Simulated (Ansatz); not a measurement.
# Heat carried by phonons in BN (F-43m), part 2 of 3

Aim: the lattice thermal conductivity of BN against temperature, and which phonons carry it. The starting cell is a computed one from a database.

What experiment has found for this phase:
- thermal conductivity 760 W/m/K near room temperature (given in “Combining the AFLOW GIBBS and Elastic Libraries to efficiently and robustly screen thermo-mechanical properties of solids”, 2017, arXiv:1611.05714)

Ansatz 0.2.0; DFT LDA, scalar-relativistic, plane waves, PAW; PAW set soft_1.

So far. Step 2 (A first coarse run): The start is under -14 GPa at this level and looks like an insulator or semiconductor on this mesh. Step 5 (Relaxing to small residual forces and stress): The residual pressure is -0.0080 GPa, small enough for phonons. The relaxed cell has a = 3.580 Å (conventional setting).

**7. A cheap rung**

A small supercell and a short cutoff cost little, and show how far such settings carry.

Contents of input.yaml:

```yaml
crystal:
  lattice:
    - [0.0, 1.7899255272, 1.7899255272]
    - [1.7899255272, 0.0, 1.7899255272]
    - [1.7899255272, 1.7899255272, 0.0]
  atoms:
    - { symbol: B, position: [0.0, 0.0, 0.0] }
    - { symbol: "N", position: [0.75, 0.75, 0.75] }
kpoints:
  mp_grid: { grid: [12, 12, 12] }
hamiltonian:
  xc: lda
  pseudopotentials: { kind: paw, azcp: { folder: soft_1 }, xc_functional: pbe }
scf:
  occupations: { method: fixed }
  lower_state_search: "off"
output:
  eigenvalues: true
phonons:
  method: fd
  dielectric: true
  supercell: [3, 3, 3]
  temperatures: { t_max: 1000, t_step: 50 }
  qpath:
    path:
      - [[0.0, 0.0, 0.0], [0.5, 0.0, 0.5], [0.5, 0.25, 0.75], [0.375, 0.375, 0.75], [0.0, 0.0, 0.0], [0.5, 0.5, 0.5], [0.625, 0.25, 0.625], [0.5, 0.25, 0.75], [0.5, 0.5, 0.5], [0.375, 0.375, 0.75]]
      - [[0.625, 0.25, 0.625], [0.5, 0.0, 0.5]]
    npoints: 10
  third_order: { supercell: [3, 3, 3], pair_cutoff: 3.118 }
  lattice_thermal_conductivity:
    qmesh: [17, 17, 17]
    temperatures: [100.0, 150.0, 200.0, 300.0, 400.0, 500.0, 600.0, 800.0]
    isotope_mass_variance:
      - { species: B, variance: 0.001354 }
      - { species: "N", variance: 1.838e-05 }
```

Started as:

```sh
> ansatz run input.yaml --threads 18 --pin off --max-ram 92160MiB --backend cuda --events-out ev --progress --plain --runs-dir out --max-vram 78GiB
```

Numbers of over 12 decimals in the logs are rounded to 6 here.

What it wrote:

```text
Warning: phonons: the dynamical matrix that this run interpolates holds no multipole term above the dipole-dipole one, and a site of this crystal is no centre of inversion, so its interpolated transverse optical and acoustic branches and sound speeds can stay off near Gamma, and the density of states and the thermodynamics with them. What a run solves at a wave vector of phonons.qpoints, Gamma apart, where the deck admits one, is free of this, and under fd what a larger phonons.supercell samples
Warning: phonons.dielectric: true without phonons.rigid_motions: the static dielectric tensor ε⁰ will be withheld (ε∞, Z* and the rows of modes are given); for a crystal or a slab, whose only rigid motions are the translations, set phonons.rigid_motions: translations
[...]
Crystal: 54 atoms, lattice volume = 309.670 Å³
Basis set: ecut = 420 eV, 5985 PW (Γ)
Bands: 162, of which v1, the nominal top of the filled ones, is band 108 counted from 1 (107 counted from 0)
Symmetry: 648 space group operations
k-points: 8 of 64 (time reversal used)
[...]
SCF iter   1: F=—  HF=-14214.721403 eV  |F-HF|=—  |Δ(HF+E_count)|=         —  Δρ=1.40e-7  dr2=2.09e-11  ethr=1.00e-12  ⟨swp⟩=3.0  Hψ=3046  notcnv=0
[...]
SCF iter   2: F=-14214.721403 eV  HF=-14214.721403 eV  |F-HF|=1.82e-12  |Δ(HF+E_count)|=  3.64e-12  Δρ=7.45e-8  dr2=6.68e-12  ethr=1.00e-12  ⟨swp⟩=3.0  Hψ=2439  notcnv=0
SCF 1 converged in 2 iterations: F = -14214.721403 eV  dr2 = 6.68e-12
[...]
Crystal: 2 atoms, lattice volume = 11.469 Å³
Basis set: ecut = 420 eV, 229 PW (Γ), exchange–correlation on 36×36×36 points (8 copies of the dense FFT grid, shifted against one another)
Bands: 8, of which v1, the nominal top of the filled ones, is band 4 counted from 1 (3 counted from 0)
Symmetry: 24 space group operations
k-points: 280 of 1728 (irreducible under 4 space group operations, time reversal used)
[...]
SCF iter   1: F=—  HF=-526.471164 eV  |F-HF|=—  |Δ(HF+E_count)|=         —  Δρ=8.99e-8  dr2=4.59e-13  ethr=2.63e-9  ⟨swp⟩=3.0  Hψ=19591  notcnv=0  defer=473
eigensolver tolerance schedule: the retry pair's looser diagonalisation over-reported the residual by 458077.64 of it (diagonalisation noise at 0.64 of the residual, at the tolerance the schedule requests for it); recorded, not acted on — ethr = c·dr2/N_el stays at c = 1.0e-1
[...]
SCF 2 converged in 2 iterations: F = -526.471164 eV  dr2 = 2.33e-13
[...]
SCF 3 converged in 7 iterations: F = -14214.721297 eV  dr2 = 9.20e-13
[...]
--- Phonons: 2 displaced members + reference (amplitude 0.0025 Å, Σ member SCF iterations 14) ---
  symmetry images taken by strict's conditions (phonons.symmetry_images: auto; settled by the asymmetry read); asymmetry of the core-correction force 1.2e-7 eV/Å at the most on a site, 5.2e-6 eV/Å summed over every site of the supercell
  ASR residual: 2.150e-4 → 0.000e0 eV/Å²; symmetrization residual: 9.486e-5 eV/Å²
  largest component of a force at the reference: 1.0e-16 eV/Å
  ASR residual per site (eV/Å²): 2.15e-4 1.29e-4
  Γ frequencies (cm⁻¹): 0.00 0.00 0.00 1066.73 1066.73 1066.73
  Unit cell's response to a homogeneous field, on a k mesh of 12×12×12: 1 representative field direction (Σ response iterations 6)
  ε∞ (high-frequency dielectric tensor):
        4.566099     0.000000     0.000000
       -0.000000     4.566099     0.000000
        0.000000     0.000000     4.566099
  ε⁰ (static dielectric tensor): not given — the deck does not say what the cell's rigid motions are, and on a molecule in a box or a wire the rigid rotations would enter the sum over the modes at Γ. For a crystal or a slab, whose only rigid motions are the translations, set phonons.rigid_motions: translations.
  Born effective charges Z* (e; rows j = field, columns β = displacement):
    site 0:
         1.87732   -0.00000    0.00000
         0.00000    1.87732    0.00000
         0.00000   -0.00000    1.87732
    site 1:
        -1.87732    0.00000   -0.00000
        -0.00000   -1.87732   -0.00000
        -0.00000    0.00000   -1.87732
  Z* charge neutrality: 1.273e-6 e pre-enforcement
  k-mesh period / interband length: 30.4 Å / 1.29 Å = 23.53 at k = (0.0000, -0.5000, -0.5000), direct gap 9.462 eV — 14 or more, which is no proof of convergence
  optical modes at Γ without the LO–TO term, one row a degenerate level:
      ω (cm⁻¹)  modes    IR ((D/Å)²/amu)
       1066.73      3            39.9796
  optical modes at Γ + LO–TO along q̂ = [1.0000, 0.0000, 0.0000]:
      ω (cm⁻¹)  modes    IR ((D/Å)²/amu)
       1066.73      2            26.6531
       1296.40      1            13.3265
  optical modes at Γ + LO–TO along q̂ = [0.0000, 1.0000, 0.0000]:
      ω (cm⁻¹)  modes    IR ((D/Å)²/amu)
       1066.73      2            26.6531
       1296.40      1            13.3265
  optical modes at Γ + LO–TO along q̂ = [0.0000, 0.0000, 1.0000]:
      ω (cm⁻¹)  modes    IR ((D/Å)²/amu)
       1066.73      2            26.6531
       1296.40      1            13.3265
  density of states and harmonic sums: on the 30×30×30 q-mesh, interpolated from the force constants of a 3×3×3 supercell (with the dipole–dipole term)
  largest difference from the sums on the solved wave vectors: F 9.96e-3 eV, S 1.98e-5 and C_V 9.33e-6 eV/K
  zero-point energy: 0.321039 eV/cell   skipped modes (ω ≤ 0): 3   left out of the sums: 1.85e-5 of the cell's modes: C_V's classical limit lies that fraction below 3 k_B per atom; for a crystal, a wire or a layer, F and S can be off by more, and a phonons.interpolated_qmesh denser along its periods is the remedy for the sampling
--- Third-order force constants: 148 member SCFs in a 3×3×3 supercell (pair cutoff 3.118 Å, amplitude 0.03 Å, SCF threshold 1.00e-9 eV, Σ member SCF iterations 1047) ---
[...]
sum-rule residual: 2.520e0 → 6.831e-14 eV/Å³; symmetrization residual: 1.102e-1 eV/Å³; largest sum-rule correction relative to its orbit: 3.150e-1, on the orbit of the block of home site 0 with site 1 of cell (-2, -1, 0) and site 1 of cell (-2, -1, 0), whose norm before the correction was 1.286e0 eV/Å³
--- Lattice thermal conductivity: 17×17×17 mesh (165 irreducible points), tetrahedron method ---
  three-phonon and isotope scattering only; four-phonon, boundary and, in a metal, phonon-electron scattering are left out
  each conductivity is what the modes' populations carry and what the coherences between them add
  conductivity (a third of the tensor's trace), W/(m K), in the relaxation-time approximation and from the full solution:
       T (K)   relaxation time   full solution  iterations             ending  least Ritz value
      100.00         5986.9502       5971.0867           5          converged          8.675e-1
      150.00         3260.8159       3365.8391           5          converged          8.026e-1
      200.00         1807.1025       1911.1279           5          converged          7.677e-1
      300.00          904.9578        995.6388           6          converged          7.360e-1
      400.00          651.5941        735.2241           6          converged          7.155e-1
      500.00          531.1914        608.9385           7          converged          6.984e-1
      600.00          456.0232        528.4346           7          converged          6.836e-1
      800.00          361.4609        424.8183           7          converged          6.590e-1
```

It took 3.1 min on 1 × NVIDIA GB200 with 18 threads of Arm Neoverse V2, shared host; peak memory 1.7 GiB; 41 min of CPU time.

Numbers from this step:

- Γ frequencies: 0, 0, 0, 1067, 1067, 1067 cm⁻¹ (negative: imaginary)
- lowest frequency on the path: 0 cm⁻¹
- zero-point energy: 0.3210 eV/cell
- point group: -43m
- highest frequency: 1296 cm⁻¹
- Debye temperature from the second moment: 1665 K
- κ at 300 K (relaxation time): 905 W/m/K
- κ at 300 K (full solution): 995.6 W/m/K
- dipole term: run
- mean free path at half of κ: 361 nm
- share of κ above the three lowest branches: 0.003
- third-order blocks: 842
- periodic aliases dropped: 168
- largest relative sum-rule correction: 0.3150
- displaced cells, third order: 148

W/m/K. Kappa, by row:

```csv
T (K),RTA xx,RTA yy,RTA zz,full xx,full yy,full zz,coherence part xx,coherence part yy,coherence part zz,ending,iterations,least Ritz value
100,5987,5987,5987,5971,5971,5971,0.003342,0.003342,0.003342,converged,5,0.868
150,3261,3261,3261,3366,3366,3366,0.01653,0.01653,0.01653,converged,5,0.803
200,1807,1807,1807,1911,1911,1911,0.03877,0.03877,0.03877,converged,5,0.768
300,905,905,905,995.6,995.6,995.6,0.1024,0.1024,0.1024,converged,6,0.736
400,651.6,651.6,651.6,735.2,735.2,735.2,0.1678,0.1678,0.1678,converged,6,0.715
500,531.2,531.2,531.2,608.9,608.9,608.9,0.2189,0.2189,0.2189,converged,7,0.698
600,456,456,456,528.4,528.4,528.4,0.2547,0.2547,0.2547,converged,7,0.684
800,361.5,361.5,361.5,424.8,424.8,424.8,0.2968,0.2968,0.2968,converged,7,0.659
```

This rung gives 905 W/(m K) at 300 K by relaxation time, but with 54 atoms, 3 neighbour distances inside the cutoff and a 17×17×17 mesh it is a test, not the conductivity of the crystal.

[end of part 2 of 3]

[Logs are printed without paths, hosts, clocks, repeated set-up lines and the standing remarks that a program may print on its own settings, such as how far it seeks lower states.]

[Hosts, paths, dates, database ids (printed as entryN), source tags and the programs' standing remarks are cut or masked in the printed files.]

[A step with changed settings may run another functional than the one named; its input shows which.]
